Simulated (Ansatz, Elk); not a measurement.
**Bonding as seen by X-rays: AlCr**

The structure of AlCr used here is made up (a known structure type with other elements) and was relaxed beforehand with PBE. The aim is the Fourier transform of its all-electron density, F(hkl), set beside the sum over free spherical atoms that refinements use.

Main program and level: Elk 11.2.3 (patched build); DFT, PBE, all-electron APW+lo, Dirac cores, scalar-relativistic bands, static density, no spin.

The structure was built from a prototype and need not be the compound's stable phase.

## (1) Starting point

Symmetry: R-3m, No. 166, trigonal system. The conventional cell has a = 2.676 Å, b = 2.676 Å, c = 12.894 Å, α = 90.00°, β = 90.00°, γ = 120.00°. Nearest to Cr lie 6 Al at 2.65 Å and 6 Cr at 2.68 Å. Nearest to Al lie 6 Cr at 2.65 Å and 6 Al at 2.68 Å. Farther neighbours are not listed.

Coordinates:

```cif
data_structure
_symmetry_space_group_name_H-M 'P 1'
_symmetry_Int_Tables_number 1
_cell_length_a 4.5673
_cell_length_b 4.5673
_cell_length_c 4.5673
_cell_angle_alpha 34.071
_cell_angle_beta 34.071
_cell_angle_gamma 34.071
_cell_volume 26.66
loop_
_atom_site_label
_atom_site_type_symbol
_atom_site_fract_x
_atom_site_fract_y
_atom_site_fract_z
_atom_site_occupancy
Cr1 Cr 0.00000 0.00000 0.00000 1
Al2 Al 0.50000 0.50000 0.50000 1
```

## (2) Ground state and structure factors

An all-electron density is needed, since X-rays see the cores too. Task 0 finds the density and task 195 Fourier-transforms it; tshift is off so that phases refer to the origin typed.

Contents of elk.in:

```
tasks
  0
  195

xctype
  20

spinpol
  .false.

rgkmax
  7.0

gmaxvr
  14.0

lmaxo
  7

lmaxapw
  8

swidth
  0.002

tshift
  .false.

ramdisk
  .false.

hmaxvr
  5.5

maxscl
  120

epspot
  1e-06

sppath
  './'

avec
  2.52852045667 1.45984196631 8.12202725322
  -2.52852045667 1.45984196631 8.12202725322
  0.00000000000 -2.91968393262 8.12202725322

atoms
  2
  'Cr.in'
  1
  0.0000000000 -0.0000000000 0.0000000000   0.000000 0.000000 0.000000
  'Al.in'
  1
  0.5000000000 0.5000000000 0.5000000000   0.000000 0.000000 0.000000

ngridk
  10 10 10
```

On the command line:

```bash
$ OMP_NUM_THREADS=4 elk
```

Numbers of over 12 decimals in the logs are rounded to 6 here.

The program printed:

```text
┌─────────────────────────┐
│ Elk code version 11.2.3 │
└─────────────────────────┘

All units are atomic (Hartree, Bohr, etc.)

┌─────────────────────────────────────────────────┐
│ Ground-state run starting from atomic densities │
└─────────────────────────────────────────────────┘

Lattice vectors :
   2.528520457       1.459841966       8.122027253
  -2.528520457       1.459841966       8.122027253
   0.000000000      -2.919683933       8.122027253

Reciprocal lattice vectors :
   1.242462819      0.7173362428      0.2578660520
  -1.242462819      0.7173362428      0.2578660520
 -0.1867945570E-16  -1.434672486      0.2578660520

Unit cell volume      :    179.8821247
Brillouin zone volume :    1.378959771

Muffin-tin inner radius fraction :   0.1000000000E-01

Nuclei treated as point charges

Species : 1 (Cr)
 parameters loaded from : Cr.in
 name : chromium
 nuclear charge    :   -24.00000000
 electronic charge :    24.00000000
 atomic mass :    94783.09202
 muffin-tin radius :    2.400000000
 number of radial points in muffin-tin :    993
 inner part over the whole radius :   0.9857795597E-02
 number on inner part of muffin-tin    :    699
 approximate nuclear radius :   0.6987106690E-04
 number of mesh points to nuclear radius :    328
 atomic positions (lattice), magnetic fields (Cartesian) :
  1 :   0.00000000  0.00000000  0.00000000    0.00000000  0.00000000  0.00000000

Species : 2 (Al)
 parameters loaded from : Al.in
 name : aluminium
 nuclear charge    :   -13.00000000
 electronic charge :    13.00000000
 atomic mass :    49184.33496
 muffin-tin radius :    2.200000000
 number of radial points in muffin-tin :    793
 inner part over the whole radius :   0.9821194981E-02
 number on inner part of muffin-tin    :    552
 approximate nuclear radius :   0.5839653600E-04
 number of mesh points to nuclear radius :    244
 atomic positions (lattice), magnetic fields (Cartesian) :
  1 :   0.50000000  0.50000000  0.50000000    0.00000000  0.00000000  0.00000000

Total number of atoms per unit cell :    2
Total muffin-tin volume :    102.5080739
 ratio of muffin-tin to unit cell volume :   0.5698624812

Spin treatment :
 spin-unpolarised

Number of Bravais lattice symmetries :   12
Number of crystal symmetries         :   12
Crystal has inversion symmetry
Real symmetric eigensolver will be used

k-point grid :     10    10    10
k-point offset :    0.000000000       0.000000000       0.000000000
k-point set is reduced with full crystal symmetry group
Total number of k-points :      116

Muffin-tin radius times maximum |G+k| :    7.000000000
 using average radius
Maximum |G+k| for APW functions       :    3.043478261
Maximum (1/2)|G+k|²                   :    4.631379962
Maximum |G| for potential and density :    14.00000000
Constant for pseudocharge density :    8
 order of it for each species :   15  15
 order of it for pair densities of each species (exact exchange by exxq0 0: 16) :   11   8
Radial integration step length :    1

G-vector grid sizes :     40    40    40
Number of G-vectors :     8341

Maximum angular momentum used for
 APW functions            :    8
 outer part of muffin-tin :    7
 inner part of muffin-tin :    2

Total nuclear charge    :   -37.00000000
Total core charge       :    14.00000000
Total valence charge    :    23.00000000
Total excess charge     :    0.000000000
Total electronic charge :    37.00000000

Effective Wigner radius, rₛ :    1.050910888

Number of empty states         :      8
Total number of valence states :     20
Total number of core states    :     14

Third-order local-orbitals added for an l without core states : T
Total number of local-orbitals :     33

Exchange-correlation functional :     20     0     0
 Perdew-Burke-Ernzerhof, Phys. Rev. Lett. 77, 3865 (1996)
 gradient requirement :    1
 generalised gradient approximation (GGA)

Smearing type :    3
 Fermi-Dirac
Smearing width :   0.2000000000E-02
Effective electronic temperature (K) :    631.5500496

Mixing type :    3
[...]
xc potential                :     -73.222004979210
 exchange                    :     -65.074690213589
 correlation                 :     -1.610223
 electron entropic           :    -0.56782711175294E-03
 total energy                :     -1293.8058679815

Density of states at Fermi energy :    43.29118287
 (states/Hartree/unit cell)

Estimated indirect band gap :   0.3701830835E-03
 from k-point 78 to k-point 77
Estimated direct band gap   :   0.1851836036E-01
 at k-point 109

Charges :
 core                        :    14.00000000
 valence                     :    23.00000000
 interstitial                :    3.315160138
 muffin-tins (core leakage)
  species : 1 (Cr)
   atom 1                    :    21.94922059     ( -0.2234876249E-06)
  species : 2 (Al)
   atom 1                    :    11.73561927     (  0.5045830625E-03)
 total in muffin-tins        :    33.68483986
 total calculated charge     :    36.99924506
 total charge                :    37.00000000
 error                       :   0.7549353527E-03

RMS change in Kohn-Sham potential (target) :   0.7054968375     (  0.1000000000E-05)
Absolute change in total energy (target)   :   0.1610415172     (  0.1000000000E-03)

[... loops 3 to 14 left out ...]

┌──────────────────┐
│ Loop number : 15 │
└──────────────────┘

Energies :
 Fermi                       :     0.325543
 sum of occupied eigenvalues :     -739.98728329321
 electron kinetic            :      1306.2477113553
 core electron kinetic       :      1143.6610003407
 Coulomb                     :     -2532.4894059044
 Coulomb potential           :     -1958.8614795673
 nuclear-nuclear             :     -228.29551816237
 electron-nuclear            :     -2657.1996755817
 Hartree                     :      353.00578783967
 Madelung                    :     -1553.0586661207
 xc potential                :     -87.373515081206
 exchange                    :     -65.849989125756
 correlation                 :     -1.609251
 electron entropic           :    -0.75017011137682E-03
 total energy                :     -1293.7016845301

Density of states at Fermi energy :    59.65004467
 (states/Hartree/unit cell)

Estimated indirect band gap :   0.4244861949E-03
 from k-point 84 to k-point 89
Estimated direct band gap   :   0.5553880473E-02
 at k-point 70

Charges :
 core                        :    14.00000000
 valence                     :    23.00000000
 interstitial                :    2.740070311
 muffin-tins (core leakage)
  species : 1 (Cr)
   atom 1                    :    22.86402658     ( -0.2234889074E-06)
  species : 2 (Al)
   atom 1                    :    11.39590311     (  0.4852126992E-03)
 total in muffin-tins        :    34.25992969
 total calculated charge     :    36.99926211
 total charge                :    37.00000000
 error                       :   0.7378907128E-03

RMS change in Kohn-Sham potential (target) :   0.6586725057E-06 (  0.1000000000E-05)
Absolute change in total energy (target)   :   0.8447808568E-05 (  0.1000000000E-03)

Convergence targets achieved

┌──────────────────┐
│ Loop number : 16 │
└──────────────────┘

Energies :
 Fermi                       :     0.325542
 sum of occupied eigenvalues :     -739.98729058530
 electron kinetic            :      1306.2477115934
 core electron kinetic       :      1143.6609974671
 Coulomb                     :     -2532.4894123699
 Coulomb potential           :     -1958.8614777717
 nuclear-nuclear             :     -228.29551816237
 electron-nuclear            :     -2657.1996904907
 Hartree                     :      353.00579628313
 Madelung                    :     -1553.0586734841
 xc potential                :     -87.373524407059
 exchange                    :     -65.849989622108
 correlation                 :     -1.609251
 electron entropic           :    -0.75017025193619E-03
 total energy                :     -1293.7016912539

Density of states at Fermi energy :    59.65005425
 (states/Hartree/unit cell)

Estimated indirect band gap :   0.4244981391E-03
 from k-point 84 to k-point 89
Estimated direct band gap   :   0.5553906983E-02
 at k-point 70

Charges :
 core                        :    14.00000000
 valence                     :    23.00000000
 interstitial                :    2.740070111
 muffin-tins (core leakage)
  species : 1 (Cr)
   atom 1                    :    22.86402706     ( -0.2234885486E-06)
  species : 2 (Al)
   atom 1                    :    11.39590283     (  0.4852127204E-03)
 total in muffin-tins        :    34.25992989
 total calculated charge     :    36.99926211
 total charge                :    37.00000000
 error                       :   0.7378907119E-03

┌──────────────────────────────┐
│ Self-consistent loop stopped │
└──────────────────────────────┘

Warning : core states of species 2 leak from the muffin-tin :   0.4852127204E-03

Wrote STATE.OUT
```

Wall time 12 s (4 threads of Arm Neoverse V2, shared host); peak memory 0.15 GiB.

SFACRHO.OUT:

```text

h k l indices transformed by vhmat matrix:
   1.000000000       0.000000000       0.000000000    
   0.000000000       1.000000000       0.000000000    
   0.000000000       0.000000000       1.000000000    

      h      k      l  multipl.   |H|            Re(F)            Im(F)           |F|

      0      0      0      1   0.0000000       37.000000      0.23286743E-17   37.000000    
     -1     -1     -1      2  0.77359816       10.268950     -0.34173440E-14   10.268950    
      1      0      0      6   1.4576625       8.3604947      0.10542622E-14   8.3604947    
      0      1      1      6   1.5245539       25.543537     -0.21152831E-14   25.543537    
     -2     -2     -2      2   1.5471963       25.368839      0.62293947E-14   25.368839    
     -1     -2     -1      6   1.7669758       23.884510      0.40249370E-14   23.884510    
     -2     -2     -1      6   1.9289006       7.1112840     -0.19070586E-13   7.1112840    
     -3     -2     -2      6   2.3057613       6.1751335     -0.32576612E-13   6.1751335    
     -3     -3     -3      2   2.3207945       6.2814830     -0.34202517E-13   6.2814830    
     -1      0      1      6   2.4849256       19.988627     -0.36289204E-16   19.988627    
     -2     -3     -3      6   2.5127592       19.760211      0.68552118E-14   19.760211    
      0      1      2     12   2.6025583       5.6010668      0.25344992E-14   5.6010668    
     -1      1     -1      6   2.8809088       5.1650146     -0.75829169E-15   5.1650146    
     -2      0      0      6   2.9153251       17.798104      0.15580314E-14   17.798104    
     -1     -3     -2     12   2.9272294       17.664600      0.46760594E-14   17.664600    
     -3     -3     -4      6   2.9508940       17.589151      0.30064244E-13   17.589151    
      0      2      2      6   3.0491079       17.155342     -0.29939225E-14   17.155342    
     -4     -4     -4      2   3.0943926       17.048373      0.88265112E-14   17.048373
```

Elk indexes on the primitive cell of elk.in and gives |H| = 4π sin θ/λ in inverse bohr. Below, one row stands for each form hkl of the conventional cell (m members, Friedel mates merged), F is for one primitive cell and the density is static (no thermal factor). Free-atom factors are Waasmaier and Kirfel's, and R is Σm||F|−|F'||/Σm|F|.

```
   hkl   m  sin θ/λ (Å⁻¹)  abs F, DFT  neutral atoms   diff.
   003   2          0.116      10.269         10.394  -0.125
   101   6          0.219       8.361          8.728  -0.367
   012   6          0.229      25.544         25.993  -0.449
   006   2          0.233      25.369         25.832  -0.463
   104   6          0.266      23.884         24.314  -0.430
   015   6          0.290       7.111          7.283  -0.172
   107   6          0.347       6.175          6.248  -0.073
   009   2          0.349       6.282          6.211  +0.071
   110   6          0.374      19.989         19.938  +0.051
   018   6          0.378      19.760         19.785  -0.024
   113  12          0.391       5.601          5.577  +0.024
   021   6          0.433       5.165          5.070  +0.095
   202   6          0.438      17.798         17.712  +0.086
   116  12          0.440      17.665         17.655  +0.010
1 0 10   6          0.444      17.589         17.541  +0.048
   024   6          0.459      17.155         17.081  +0.074
0 0 12   2          0.465      17.048         16.874  +0.174
   205   6          0.473       4.730          4.691  +0.038
```

## (3) The highest occupied states alone

An energy window below the Fermi level keeps the highest occupied states, to see at which angles they scatter; shallow core shells can lie inside it and anion s states outside. No new self-consistency is needed.

elk.in, as its differences from that of step 2:

```diff
@@ -1,3 +1,2 @@
 tasks
-  0
   195
@@ -40,2 +39,5 @@
 
+wsfac
+  -0.041950 0.625540
+
 sppath
```

On the command line:

```bash
$ OMP_NUM_THREADS=4 elk
```

The program printed:

```text
┌─────────────────────────────────┐
│ Elk code version 11.2.3 started │
└─────────────────────────────────┘

Info(readinput): the functional depends on the density's gradient
 muffin-tin radial points multiplied by    2.00000
 (not where nrmtscf is given)

┌────────────────────┐
│ Current task : 195 │
└────────────────────┘

Info(sfacrho): density structure factors written to SFACRHO.OUT

 Energy window :  -0.4195000000E-01  0.6255400000

┌──────────────────┐
│ Elk code stopped │
└──────────────────┘
```

Elapsed: 1.8 s, on 4 threads; peak memory 0.16 GiB; 3.1 s of CPU time.

States within 10 eV below the Fermi level hold 8.95 electrons; any levels below the window count with the cores. Their amplitudes can exceed the total, where window and core parts have opposite phase:

| hkl | sin θ/λ (Å⁻¹) | abs F, window | abs F, all |
| --- | --- | --- | --- |
| 003 | 0.116 | 2.787 | 10.269 |
| 101 | 0.219 | 1.872 | 8.361 |
| 012 | 0.229 | 1.779 | 25.544 |
| 006 | 0.233 | 1.713 | 25.369 |
| 104 | 0.266 | 1.286 | 23.884 |
| 015 | 0.290 | 1.383 | 7.111 |
| 107 | 0.347 | 0.988 | 6.175 |
| 009 | 0.349 | 1.115 | 6.282 |
| 110 | 0.374 | 0.893 | 19.989 |
| 018 | 0.378 | 0.797 | 19.760 |

(Part 1 of 2 ends here.)

[Logs are printed without paths, hosts, clocks, repeated set-up lines and the standing remarks that a program may print on its own settings, such as how far it seeks lower states.]

[Hosts, paths, dates, database ids (printed as entryN), source tags and the programs' standing remarks are cut or masked in the printed files.]
